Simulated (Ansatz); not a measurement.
## Lattice dynamics of YbNiH3 (Pm-3m)

Wanted: vibrations and spectra of YbNiH3 (Pm-3m); the cell is already relaxed. After the zone centre comes a 4×4×4 q mesh on a 12×12×12 k mesh.

Method: DFT PBEsol, scalar-relativistic, plane waves, PAW, in Ansatz 0.2.0.

## Step 1: Starting point

It takes space group Pm-3m (No. 221, cubic). Conventional cell: a = 3.461 Å, b = 3.461 Å, c = 3.461 Å, α = 90.00°, β = 90.00°, γ = 90.00°. Nearest to Yb lie 12 H at 2.45 Å. Nearest to Ni lie 6 H at 1.73 Å. H has 2 Ni at 1.73 Å and 4 Yb at 2.45 Å and 8 H at 2.45 Å nearest. Farther neighbours are not listed.

## Step 2: Zone-centre response

The cell comes from relaxations at this level that are not shown. The zone centre comes first: it holds the modes that light can see, as far as symmetry allows. No field response is asked, since the mesh shows no gap.

The input, input.yaml:

```yaml
crystal:
  lattice:
    - [3.4612995422, 0.0, 0.0]
    - [0.0, 3.4612995422, 0.0]
    - [0.0, 0.0, 3.4612995422]
  atoms:
    - { symbol: Yb, position: [0.5, 0.5, 0.5] }
    - { symbol: Ni, position: [0.0, 0.0, 0.0] }
    - { symbol: H, position: [0.0, 0.0, 0.5] }
    - { symbol: H, position: [0.0, 0.5, 0.0] }
    - { symbol: H, position: [0.5, 0.0, 0.0] }
kpoints:
  mp_grid: { grid: [12, 12, 12] }
hamiltonian:
  xc: pbesol
scf:
  occupations: { method: methfessel_paxton, width: 0.2 }
output:
  eigenvalues: true
phonons:
  method: dfpt
```

Run with:

```bash
$ ansatz run input.yaml --threads 4 --pin off --max-ram 14336MiB --backend cpu --events-out ev --progress --plain --runs-dir out
```

Numbers of over 12 decimals in the logs are rounded to 6 here.

The program printed:

```text
zone centre: on kpoints.mp_grid the ground state, and the responses unless they are solved on pairs of k-points, stand on 343 of the mesh's 1728 k-points, reduced under 8 symmetry operations, with k and −k counted as one. Each operation leaves every solved displacement unchanged or reverses it
Engine: ansatz 0.2.0, x86_64-unknown-linux-gnu
Pseudopotentials: kind: paw
Pseudopotential: Yb, paw, valence charge 24, recommended cutoff 420 eV (normal), Yb.paw.azcp
Pseudopotential: Ni, paw, valence charge 18, recommended cutoff 420 eV (normal), Ni.paw.azcp
Pseudopotential: H, paw, valence charge 1, recommended cutoff 420 eV (normal), H.paw.azcp
Functional definition: PBEsol
  exchange = pbesol_x
  correlation = pbesol_c
Crystal: 5 atoms, lattice volume = 41.468 Å³
Basis set: ecut = 420 eV, 799 PW (Γ), exchange–correlation on 48×48×48 points (8 copies of the dense FFT grid, shifted against one another)
Bands: 28, of which v1, the nominal top of the filled ones, is band 23 counted from 1 (22 counted from 0)
Symmetry: 48 space group operations
k-points: 343 of 1728 (irreducible under 8 space group operations)
Non-local potential: Yb, projectors of the file, l = 0: 3, l = 1: 2, l = 2: 2, l = 3: 3
Non-local potential: Ni, projectors of the file, l = 0: 3, l = 1: 2, l = 2: 3, l = 3: 1
Non-local potential: H, projectors of the file, l = 0: 2, l = 1: 1
PAW form: soft (Blöchl's): semilocal exchange-correlation on the pseudo side does not see the compensation charge
PAW frozen core: Yb, regenerated for the run's functional, and the local potential with it (the file was generated under x = pbe(κ = 0.804, μ = 0.219515), c = pbe(β = 0.066725))
PAW frozen core: Ni, regenerated for the run's functional, and the local potential with it (the file was generated under x = pbe(κ = 0.804, μ = 0.219515), c = pbe(β = 0.066725))
PAW one-centre angular grid: Yb, 590 points (default); XC on 64 Gauss nodes
PAW one-centre angular grid: Ni, 590 points (default); XC on 64 Gauss nodes
PAW one-centre angular grid: H, 110 points (default); XC on 64 Gauss nodes
Initial density: superposition of atomic densities (chi_scale 0.1, normalization cell, long waves kept (reshape's long-wave potential 0.03 eV rms))
Initial wavefunctions: pseudopotential atomic-orbital guess
Functional: x = pbesol(κ = 0.804, μ = 0.123457), c = pbesol(β = 0.046)
SCF iter   1: F=—  HF=-19537.632964 eV  |F-HF|=—  |Δ(HF+E_count)|=         —  Δρ=5.40e-1  dr2=1.20e2  ethr=3.10e-3  ⟨swp⟩=4.9  Hψ=41843  notcnv=0
preconditioner: auto → Kerker (q_TF=auto, 2.766 Å⁻¹)  [metal: Δε(μ)=0.007 eV  Ē_g=9.849 eV  σ=0.200 eV  W_gap=0.03  n_scr=18 (ndim 8)  ℏωp=34.1 eV  f_vac=0.000  D(μ)=22.93/eV (n_scr^D=738)]
SCF iter   2: F=—  HF=-19533.495366 eV  |F-HF|=—  |Δ(HF+E_count)|=    4.14e0  S|Δr|=    0.00e0  Δρ=2.38e-1  dr2=2.30e1  ethr=3.10e-3  ⟨swp⟩=3.8  Hψ=27728  notcnv=0  defer=10
SCF iter   3: F=—  HF=-19531.643813 eV  |F-HF|=—  |Δ(HF+E_count)|=    1.85e0  S|Δr|=    0.00e0  Δρ=1.08e-1  dr2=5.50e0  ethr=3.10e-3  ⟨swp⟩=3.0  Hψ=22872  notcnv=0  defer=86
SCF iter   4: F=—  HF=-19531.196077 eV  |F-HF|=—  |Δ(HF+E_count)|=   4.48e-1  S|Δr|=    0.00e0  Δρ=3.64e-2  dr2=4.36e-1  ethr=3.10e-3  ⟨swp⟩=2.9  Hψ=18654  notcnv=0  defer=258
SCF iter   5: F=—  HF=-19531.133491 eV  |F-HF|=—  |Δ(HF+E_count)|=   6.26e-2  S|Δr|=    0.00e0  Δρ=2.83e-2  dr2=1.91e-1  ethr=9.69e-4  ⟨swp⟩=2.2  Hψ=18294  notcnv=0  defer=273
SCF iter   6: F=—  HF=-19531.129787 eV  |F-HF|=—  |Δ(HF+E_count)|=   3.70e-3  S|Δr|=    0.00e0  Δρ=3.85e-3  dr2=3.49e-3  ethr=4.24e-4  ⟨swp⟩=2.0  Hψ=18290  notcnv=0  defer=301
SCF iter   7: F=—  HF=-19531.130855 eV  |F-HF|=—  |Δ(HF+E_count)|=   1.07e-3  S|Δr|=    0.00e0  Δρ=1.03e-3  dr2=4.03e-4  ethr=7.77e-6  ⟨swp⟩=2.0  Hψ=16374  notcnv=0  defer=295
SCF iter   8: F=—  HF=-19531.130786 eV  |F-HF|=—  |Δ(HF+E_count)|=   6.92e-5  S|Δr|=    0.00e0  Δρ=3.78e-4  dr2=2.55e-5  ethr=8.96e-7  ⟨swp⟩=2.0  Hψ=13409  notcnv=0  defer=295
SCF iter   9: F=—  HF=-19531.130808 eV  |F-HF|=—  |Δ(HF+E_count)|=   2.21e-5  S|Δr|=    0.00e0  Δρ=1.49e-4  dr2=4.96e-6  ethr=5.66e-8  ⟨swp⟩=2.0  Hψ=15293  notcnv=0  defer=295
SCF iter  10: F=—  HF=-19531.130811 eV  |F-HF|=—  |Δ(HF+E_count)|=   3.75e-6  S|Δr|=    0.00e0  Δρ=9.46e-5  dr2=4.10e-6  ethr=1.10e-8  ⟨swp⟩=2.9  Hψ=16332  notcnv=0  defer=295
SCF iter  11: F=—  HF=-19531.130807 eV  |F-HF|=—  |Δ(HF+E_count)|=   3.99e-6  S|Δr|=    0.00e0  Δρ=1.76e-5  dr2=1.16e-7  ethr=9.11e-9  ⟨swp⟩=2.0  Hψ=11964  notcnv=0  defer=295
SCF iter  12: F=—  HF=-19531.130807 eV  |F-HF|=—  |Δ(HF+E_count)|=   4.32e-8  S|Δr|=    0.00e0  Δρ=8.30e-6  dr2=3.42e-8  ethr=2.58e-10  ⟨swp⟩=2.1  Hψ=16561  notcnv=0  defer=295
SCF iter  13: F=—  HF=-19531.130807 eV  |F-HF|=—  |Δ(HF+E_count)|=   4.69e-9  S|Δr|=    0.00e0  Δρ=2.54e-6  dr2=1.55e-9  ethr=7.59e-11  ⟨swp⟩=2.0  Hψ=14692  notcnv=0  defer=295
SCF iter  14: F=—  HF=-19531.130807 eV  |F-HF|=—  |Δ(HF+E_count)|=  1.27e-10  S|Δr|=    0.00e0  Δρ=1.56e-6  dr2=8.53e-10  ethr=3.45e-12  ⟨swp⟩=2.0  Hψ=15149  notcnv=0  defer=295
SCF iter  15: F=—  HF=-19531.130807 eV  |F-HF|=—  |Δ(HF+E_count)|=  6.91e-11  S|Δr|=    0.00e0  Δρ=4.51e-7  dr2=9.31e-11  ethr=1.90e-12  ⟨swp⟩=2.0  Hψ=13653  notcnv=0  defer=295
SCF iter  16: F=-19531.130807 eV  HF=-19531.130807 eV  |F-HF|=7.28e-12  |Δ(HF+E_count)|=  2.18e-11  S|Δr|=    0.00e0  Δρ=6.83e-8  dr2=2.43e-12  ethr=1.00e-12  ⟨swp⟩=12.3  Hψ=66910  notcnv=0
SCF 1 converged in 16 iterations: F = -19531.130807 eV  dr2 = 2.43e-12
  greatest PAW one-centre occupation: 1.001 electrons in one spin orbital (limit 2), on the Ni atom at site 1 (counted from 0), in its partial waves of l = 1
DFPT response loops at Γ: preconditioner auto → Kerker (q_TF=auto, 2.766 Å⁻¹) (partly filled bands, converged f_vac=0.000); β = 1.00, the filter's whole step (`scf.mixing.beta` (0.50) is not read by the response loops under this deck's `scf.mixing.preconditioner`; to damp them name `kerker` or `kerker_dos`, under which they read `scf.mixing.beta`, and type it under 1.00, their step now; both keys bind the ground state too); Broyden in place of MSR1
SCF converged after 16 iterations
Stability not checked: this state was not tested for a lower state beside it, because cold or Methfessel-Paxton smearing, or corrected tetrahedra, fill the levels in a way that the test cannot read (fill_not_monotonic; see scf.lower_state_search)
Free energy (F): -19531.130807 eV
Harris-Foulkes:  -19531.130807 eV  (|F-HF|=7.28e-12)
Internal energy: -19531.220651 eV  (E = F + TS)
E sigma→0 (E₀):  -19531.153268 eV
Entropy (-TS):   0.089843 eV (17.969 meV/atom)
Fermi energy:    15.367414 eV
--- Per-component energies (eV) ---
  E_band       = -203.130793
  E_kinetic    = 688.748736
  E_local      = -9338.044501  (includes V_loc(G=0)·N_el)
  E_nonlocal   = 1192.329408
  E_hartree    = 4009.834856
  E_xc         = -277.805413
  E_vxc        = -353.003938  (∫ρ·V_xc dr)
  E_paw        = -8833.700212  (= ΣΔE_a)
  E_vpaw       = -412.827685  (= ΣTr[D̂ρ^β])
  E_aug_tail   = -0.002607  (compensation charges beyond the density's cutoff)
  E_ewald      = -6973.907399
  E_core_change = 1.326483  (= ΣΔE_core)
  E_smearing   = 0.089843  (= −TS)
  E_closure    = 0.000000  (closes the sum)
  Σ components = -19531.130807   (vs F -19531.130807, Δ=0.00e0)
--- Band table (eV; the first three rows and the last of 343) ---
  k-point 0: bands = [... 19 lower, 15.1052, 15.1868, 16.3544, 16.3544, 20.2250, 20.2250, 20.2250, 21.7241, ... 1 higher]
  k-point 1: bands = [... 19 lower, 15.1110, 15.1904, 16.1827, 16.3516, 19.7819, 19.7819, 19.9217, 21.4158, ... 1 higher]
  k-point 2: bands = [... 19 lower, 15.1315, 15.2004, 15.6757, 16.3428, 19.0312, 19.0312, 19.7959, 20.6933, ... 1 higher]
  k-point 342: bands = [... 19 lower, 15.1344, 15.1981, 15.1981, 15.1981, 16.7029, 21.1040, 21.1040, 21.1040, ... 1 higher]
--- Phonons (Γ-DFPT): 4 representative perturbations + reference, on 343 of 1728 k-points (Σ response iterations 14) ---
  k mesh reduced under 8 symmetry operations, with k and −k counted as one. Each operation leaves every solved displacement unchanged or reverses it
  ASR residual: 4.087e-5 → 0.000e0 eV/Å²; symmetrization residual: 6.491e-7 eV/Å²
  ASR residual per site (eV/Å²): 3.37e-6 4.09e-5 3.71e-6 3.71e-6 3.71e-6
  Γ frequencies (cm⁻¹): 0.00 0.00 0.00 138.77 138.77 138.77 797.93 797.93 797.93 810.83 810.83 810.83 1217.60 1217.60 1217.60
  non-analytic LO–TO correction: not included (Born effective charges unavailable; polar crystals: no LO–TO splitting at Γ)
```

Elapsed: 37 s, on 4 threads of Intel Xeon Platinum 8375C at 2.90GHz (Ice Lake), shared host; peak memory 1.5 GiB.

The column dr2 measures how far the density is from self-consistency, as an energy; F and HF (Harris–Foulkes) agree once it is small.

This run has no spin polarisation, although Ni can carry a moment.

This step gave:

```yaml
volume_per_atom: 8.294 Å³
gap_on_the_k_mesh: 0 eV
sum_rule_residual_before_enforcement: 4.09e-5 eV/Å²
point_group: m-3m
highest_optical_mode_at_the_zone_centre_no_lo_to_term: 1218 cm⁻¹
lowest_optical_zone_centre_mode: 138.8 cm⁻¹
```

Patterns of degenerate modes are one choice out of their space. The modes at Γ (shares of kinetic energy by element, %):

```tsv
mode	frequency (cm⁻¹)	symmetry	Yb %	Ni %	H %
1	0.0	acoustic	74	25	1
2	0.0	acoustic	74	25	1
3	0.0	acoustic	74	25	1
4	138.8	T1u	26	73	1
5	138.8	T1u	26	73	1
6	138.8	T1u	26	73	1
7	797.9	T1u	0	2	98
8	797.9	T1u	0	2	98
9	797.9	T1u	0	2	98
10	810.8	T2u	0	0	100
11	810.8	T2u	0	0	100
12	810.8	T2u	0	0	100
13	1217.6	T1u	0	0	100
14	1217.6	T1u	0	0	100
15	1217.6	T1u	0	0	100
```

Displacements in mode 4 (138.8 cm⁻¹), the largest set to 1:
```
Yb1  0.00  0.14 -0.35
Ni2  0.00 -0.40  1.00
H3   0.00 -0.16  0.62
H4   0.00 -0.25  0.41
H5   0.00 -0.16  0.41
```

Displacements in mode 8 (797.9 cm⁻¹), the largest set to 1:
```
Yb1  0.00 -0.01  0.00
Ni2  0.00 -0.02  0.01
H3   0.00  1.00 -0.16
H4   0.00  0.40 -0.40
H5   0.00  1.00 -0.40
```

Before it was imposed, the acoustic sum rule was missed by 4.1e-5 eV/Å². Small misses are needed for a sound result but don't prove that mesh and cutoff are converged. The lowest optical mode is real, 139 cm⁻¹.

(Part 1 of 2 ends here.)

[Logs are printed without paths, hosts, clocks, repeated set-up lines and the standing remarks that a program may print on its own settings, such as how far it seeks lower states.]

[Hosts, paths, dates, database ids (printed as entryN), source tags and the programs' standing remarks are cut or masked in the printed files.]
